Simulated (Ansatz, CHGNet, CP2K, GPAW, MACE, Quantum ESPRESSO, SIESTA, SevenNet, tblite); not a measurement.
# Pt(100)/Be(0001) interface (64 atoms) in CP2K

Aim: run Pt(100)/Be(0001) interface (64 atoms) in CP2K and see how near its forces come to a plane-wave reference, and at what cost.

Calculated with CP2K 2026.2; the method is named at each step.

## 1. Starting point

The cell holds 64 atoms: 24 Pt and 40 Be. Its edges and angles: a = 7.883 Å, b = 6.126 Å, c = 15.503 Å, α = 90.0°, β = 90.0°, γ = 108.8°. Fcc Pt(100), 4 repeat layers, 6 surface cells, strained +0.45 and -1.26 %; hcp Be(0001), 2 layers, 10 cells, -0.45 and +1.29 %; outer planes 2.22 Å apart and 2.02 Å at the second interface of the periodic stack; not relaxed, displaced by a Gaussian of 0.02 Å. Then every atom was moved at random, 0.05 Å r.m.s. a Cartesian component. Regions: Pt, 24 atoms (24 Pt); Be, 40 atoms (40 Be). The structure's axis is c.

The yardstick, on the same geometry:

```
method                 : Kohn-Sham DFT, PBE, SSSP efficiency 1.3.0 pseudopotentials, plane waves (Quantum ESPRESSO 7.5); sssp-pbe-1.3.0-efficiency, cutoffs 45/360 Ry, Γ point
r.m.s. force component : 0.7729 eV/Å
longest force          : 2.882 eV/Å
pressure               : 4.039 GPa
time                   : 2.3 min on 2 MPI ranks of Arm Neoverse V1, shared host
CPU time               : 4.5 min
```

## 2. PBE, DZVP-UZH, 600/50 Ry, diagonalisation

Method: Kohn-Sham DFT, PBE, GTH-PBE pseudopotentials, Gaussian and plane waves, DZVP-MOLOPT (UZH set), diagonalisation.

Contents of input.inp:

```
&GLOBAL
  PROJECT cell
  RUN_TYPE ENERGY_FORCE
  PRINT_LEVEL LOW
&END GLOBAL
&FORCE_EVAL
  METHOD QS
  STRESS_TENSOR ANALYTICAL
  &DFT
    BASIS_SET_FILE_NAME BASIS_MOLOPT_UZH
    POTENTIAL_FILE_NAME POTENTIAL_UZH
    &MGRID
      CUTOFF 600
      REL_CUTOFF 50
      NGRIDS 5
    &END MGRID
    &QS
      EPS_DEFAULT 1.0E-12
    &END QS
    &SCF
      SCF_GUESS ATOMIC
      EPS_SCF 1.0E-06
      MAX_SCF 200
      ADDED_MOS 41
      &DIAGONALIZATION
        ALGORITHM STANDARD
      &END DIAGONALIZATION
      &SMEAR ON
        METHOD FERMI_DIRAC
        ELECTRONIC_TEMPERATURE [K] 580
      &END SMEAR
      &MIXING
        METHOD BROYDEN_MIXING
        ALPHA 0.15
        NBROYDEN 8
      &END MIXING
      &PRINT
        &RESTART OFF
        &END RESTART
      &END PRINT
    &END SCF
    &XC
      &XC_FUNCTIONAL PBE
      &END XC_FUNCTIONAL
    &END XC
    &PRINT
      &MULLIKEN ON
      &END MULLIKEN
      &HIRSHFELD ON
        SHAPE_FUNCTION DENSITY
      &END HIRSHFELD
      &MO ON
        EIGENVALUES T
        OCCUPATION_NUMBERS T
        MO_INDEX_RANGE 245 268
        &EACH
          QS_SCF 0
        &END EACH
        ADD_LAST NUMERIC
      &END MO
    &END PRINT
  &END DFT
  &SUBSYS
    &CELL
      A 7.88350 0.00000 0.00000
      B -1.97134 5.80046 0.00000
      C 0.00000 0.00000 15.50256
    &END CELL
    &COORD
      Pt 3.94419 3.93410 0.00899
      Pt 4.00467 1.90534 1.94433
      Pt 3.98575 3.82668 3.96168
      Pt 3.95596 1.97627 5.77904
      Pt 5.90145 1.91270 0.00403
      Pt 5.95702 0.05725 2.01967
      Pt 5.88998 2.00934 3.94230
      Pt 5.88192 0.00615 5.99344
      Pt -0.05415 3.82065 15.42040
      Pt 0.07069 2.00980 1.93332
      Pt -0.07973 3.80429 3.88587
      Pt -0.03873 1.95458 5.93919
      Pt 2.03658 1.96415 0.01721
      Pt -0.07965 5.73770 1.90914
      Pt 2.01498 2.02842 3.95222
      Pt -0.07429 5.75696 5.96849
      Pt 3.93517 0.02448 0.07178
      Pt 2.04893 3.84385 2.00448
      Pt 1.90648 5.70812 3.99594
      Pt 1.95525 3.82836 5.86074
      Pt -1.94958 5.76937 0.00264
      Pt 5.96317 3.79188 2.11796
      Pt 7.82816 0.01856 4.00881
      Pt 5.91754 3.89043 5.98492
      Be 1.57232 0.54130 8.07342
      Be -1.01079 5.04350 9.93916
      Be 1.57895 0.45406 11.62475
      Be -0.91907 5.10417 13.46552
      Be -0.27382 3.96850 8.17341
      Be 6.92007 2.77030 9.86598
      Be -0.28750 4.05771 11.63932
      Be -0.92437 2.85139 13.45700
      Be -0.34868 1.67152 8.07575
      Be 6.94178 0.46056 9.93296
      Be -0.25289 1.55110 11.54507
      Be 6.88378 0.47442 13.49219
      Be 5.61745 5.13016 8.17093
      Be 5.13115 3.96815 10.01620
      Be 5.55493 5.18631 11.80566
      Be 4.93463 4.03654 13.43514
      Be 5.67400 2.82204 8.15233
      Be 4.92934 1.62738 9.95450
      Be 5.60019 2.84484 11.84954
      Be 4.92061 1.64402 13.52304
      Be 5.62600 0.47987 8.18101
      Be 3.04971 5.19188 9.84831
      Be 5.66255 0.42407 11.70381
      Be 3.03395 5.07563 13.43467
      Be 3.51233 3.94524 8.21341
      Be 3.00937 2.92691 9.93916
      Be 3.71084 3.93294 11.71373
      Be 2.91947 2.81868 13.45669
      Be 3.65133 1.58150 8.17853
      Be 3.03552 0.50528 10.01310
      Be 3.61208 1.76172 11.67064
      Be 3.09148 0.44385 13.41995
[... 4 atom lines left out ...]
      Be 1.69250 2.84089 8.12815
      Be 1.03970 1.66148 9.83622
      Be 1.76355 2.80974 11.78257
      Be 0.98149 1.76989 13.50862
    &END COORD
    &KIND Pt
      BASIS_SET DZVP-MOLOPT-PBE-GTH-q18
      POTENTIAL GTH-PBE-q18
    &END KIND
    &KIND Be
      BASIS_SET DZVP-MOLOPT-PBE-GTH-q2
      POTENTIAL GTH-PBE-q2
    &END KIND
  &END SUBSYS
  &PRINT
    &FORCES ON
    &END FORCES
    &STRESS_TENSOR ON
    &END STRESS_TENSOR
  &END PRINT
&END FORCE_EVAL
```

On the command line:

```
$ OMP_NUM_THREADS=1 mpirun -np 4 cp2k.psmp -i input.inp > output.txt
```

Numbers of over 12 decimals in the logs are rounded to 6 here.

The log of the run:

```text
CP2K| version string:                                       CP2K version 2026.2
 CP2K| Input file name                                                 input.inp
 GLOBAL| Basis set file name                                    BASIS_MOLOPT_UZH
 GLOBAL| Potential file name                                       POTENTIAL_UZH
 GLOBAL| Run type                                                   ENERGY_FORCE
 GLOBAL| Total number of message passing processes                             4
 GLOBAL| Number of threads for this process                                    1
 TOTAL NUMBERS AND MAXIMUM NUMBERS
  Total number of            - Atomic kinds:                                   2
                             - Atoms:                                         64
                             - Shell sets:                                    64
                             - Shells:                                       312
                             - Primitive Cartesian functions:                344
                             - Cartesian basis functions:                    944
                             - Spherical basis functions:                    824
  Maximum angular momentum of- Orbital basis functions:                        3
                             - Local part of the GTH pseudopotential:          2
                             - Non-local part of the GTH pseudopotential:      5
 SCF PARAMETERS         Density guess:                                    ATOMIC
                        max_scf:                                             200
                        eps_scf:                                        1.00E-06
                        added MOs                                        41    0
                        Mixing method:                            BROYDEN_MIXING
                                                charge density mixing in g-space
                        Smear method:                                FERMI_DIRAC
                        Electronic temperature [K]:                        580.0
                        Electronic temperature [a.u.]:                  1.84E-03
                        Accuracy threshold:                             1.00E-10
 Extrapolation method: initial_guess
 Number of electrons:                                                        512
 Number of occupied orbitals:                                                256
 Number of molecular orbitals:                                               297
 Number of orbital functions:                                                824
 Number of independent orbital functions:                                    824
 SCF WAVEFUNCTION OPTIMIZATION
  Step     Update method      Time    Convergence         Total energy    Change
     1 NoMix/Diag. 0.15E+00    7.1     1.77778207     -2943.5608884112 -2.94E+03
     2 Broy./Diag. 0.15E+00   13.0     0.43234244     -2921.9097732544  2.17E+01
     3 Broy./Diag. 0.15E+00   13.0     0.18302923     -2947.4982198899 -2.56E+01
     4 Broy./Diag. 0.15E+00   13.0     0.17173289     -2941.5826449828  5.92E+00
[...]
29 Broy./Diag. 0.15E+00   13.0     0.00000125     -2929.9567877827 -2.04E-05
    30 Broy./Diag. 0.15E+00   13.0     0.00000081     -2929.9568012104 -1.34E-05
  *** SCF run converged in    30 steps ***
  Electronic density on regular grids:       -511.9999999996        0.0000000004
  Core density on regular grids:              511.9999999983       -0.0000000017
  Total charge density on r-space grids:       -0.0000000014
  Total charge density g-space grids:          -0.0000000014
  Overlap energy of the core charge distribution:               0.011094
  Self energy of the core charge distribution:              -4446.194883
  Core Hamiltonian energy:                                   1004.724877
  Hartree energy:                                             816.497332
  Exchange-correlation energy:                               -304.978707
  Electronic entropic energy:                                  -0.016514
  Fermi energy:                                                 0.367159
  Total energy:                                             -2929.956801
  Total energy (extrapolated to T->0):                      -2929.948544
 MO| EIGENVALUES AND OCCUPATION NUMBERS
 MO|
 MO|  Index      Eigenvalue [a.u.]        Eigenvalue [eV]             Occupation
 MO|    245               0.346027               9.415873               1.999980
 MO|    246               0.348976               9.496120               1.999900
 MO|    247               0.351330               9.560176               1.999638
[...]
MO|    267               0.392352              10.676430               0.000002
 MO|    268               0.397416              10.814246               0.000000
 MO| Sum:                                                             512.000000
 MO| E(Fermi):            0.367159 a.u.          9.990892 eV
 !-----------------------------------------------------------------------------!
                     Mulliken Population Analysis
 #  Atom  Element  Kind  Atomic population                           Net charge
       1     Pt       1         18.135973                             -0.135973
       2     Pt       1         17.980480                              0.019520
       3     Pt       1         17.980700                              0.019300
[...]
63     Be       2          2.020800                             -0.020800
      64     Be       2          1.891658                              0.108342
 # Total charge                            512.000000                  0.000000
 !-----------------------------------------------------------------------------!
 !-----------------------------------------------------------------------------!
                           Hirshfeld Charges
  #Atom  Element  Kind  Ref Charge     Population                    Net charge
      1       Pt     1      18.000         17.929                         0.071
      2       Pt     1      18.000         17.981                         0.019
      3       Pt     1      18.000         17.981                         0.019
[...]
63       Be     2       2.000          2.017                        -0.017
     64       Be     2       2.000          2.031                        -0.031
  Total Charge                                                           -0.000
 !-----------------------------------------------------------------------------!
 ENERGY| Total FORCE_EVAL ( QS ) energy [hartree]          -2929.956796
 FORCES| Atomic forces [hartree/bohr]
 FORCES|   Atom     x               y               z               |f|
 FORCES|      1 -7.49155382E-03  5.66297648E-04 -2.32268879E-02   2.44117265E-02
 FORCES|      2 -1.21073249E-02 -8.07929140E-04  7.19981241E-03   1.41094778E-02
 FORCES|      3 -9.33221990E-03  3.32583888E-02 -6.63266974E-03   3.51738974E-02
[...]
FORCES|     63 -8.32744098E-03 -5.35609385E-03 -2.01054040E-02   2.24111866E-02
 FORCES|     64 -7.75192843E-03 -1.24369672E-02 -2.50436662E-03   1.48674948E-02
 FORCES| Sum    -6.18710558E-06 -2.96298115E-07 -1.11979533E-05
 FORCES| Total atomic force                                       1.27969616E-05
 STRESS| Analytical stress tensor [bar]
 STRESS|                        x                   y                   z
 STRESS|      x        1.39574087498E+05   1.21568862919E+05  -1.13321654009E+04
 STRESS|      y        1.21568862919E+05  -1.64311088861E+04   2.55304606132E+03
 STRESS|      z       -1.13321654009E+04   2.55304606132E+03  -1.19704870893E+04
 STRESS| 1/3 Trace                                             3.70574971742E+04
```

The job ended after 7.2 min (4 MPI ranks of Arm Neoverse V1, shared host; peak memory 4.5 GiB).

Banners, paths, timers and routine set-up lines are dropped from the logs unmarked, and long logs keep their key lines alone; longer cuts are marked.

Against the reference:

| Property | Result |
| --- | --- |
| r.m.s. force component | 0.7524 eV/Å |
| r.m.s. difference of force components | 129.7 meV/Å |
| longest difference of force vectors | 420.1 meV/Å |
| force difference over r.m.s. force | 16.78 % |
| slope of forces against the reference's | 0.9597 |
| correlation of force components | 0.9859 |
| pressure | 3.706 GPa |
| pressure difference | -0.3333 GPa |

Length of the force difference by element (eV/Å):

```tsv
element	atoms	mean	most
Be	40	0.20	0.41
Pt	24	0.18	0.42
```

The surroundings of Pt17, whose charge lies farthest from its element's mean, nearest first, numbered as they follow in the input and with coordinates relative to it.

```tsv
atom	x	y	z	distance (Å)	Hirshfeld charge (e)	Fx	Fy	Fz (eV/Å)
Pt17	0.00	0.00	0.00	0.00	0.09	0.11	-0.70	-0.85
Be56	-0.84	0.42	-2.15	2.35	-0.03	-1.13	0.56	0.45
Be48	1.07	-0.75	-2.14	2.51	-0.05	-0.51	0.34	0.64
Pt2	0.07	1.88	1.87	2.65	0.02	-0.62	-0.04	0.37
Pt13	-1.90	1.94	-0.05	2.71	0.07	-0.12	-0.70	-0.78
Pt5	1.97	1.89	-0.07	2.73	0.07	0.58	0.00	-1.20
Pt1	1.98	-1.89	-0.06	2.74	0.07	-0.39	0.03	-1.19
Pt14	-2.04	-0.09	1.84	2.75	0.00	1.08	1.12	0.78
Pt18	0.09	-1.98	1.93	2.77	0.00	0.03	0.83	-0.07
Be44	0.99	1.62	-2.05	2.79	-0.04	-0.36	-0.10	-0.22
Pt6	2.02	0.03	1.95	2.81	0.00	-0.03	-0.58	0.43
Pt9	-2.02	-2.00	-0.15	2.85	0.08	0.52	0.59	-1.42
```

Forces lie 17 % from the reference's, at 6.4 times its CPU time (on 4 against 2 cores).

[end of part 1 of 2]

[Also dropped from logs without a mark: logging warnings of Python, and SIESTA's first energy breakdown and zero terms.]

[Logs are printed without paths, hosts, clocks, repeated set-up lines and the standing remarks that a program may print on its own settings, such as how far it seeks lower states.]

[Hosts, paths, dates, database ids (printed as entryN), source tags and the programs' standing remarks are cut or masked in the printed files.]
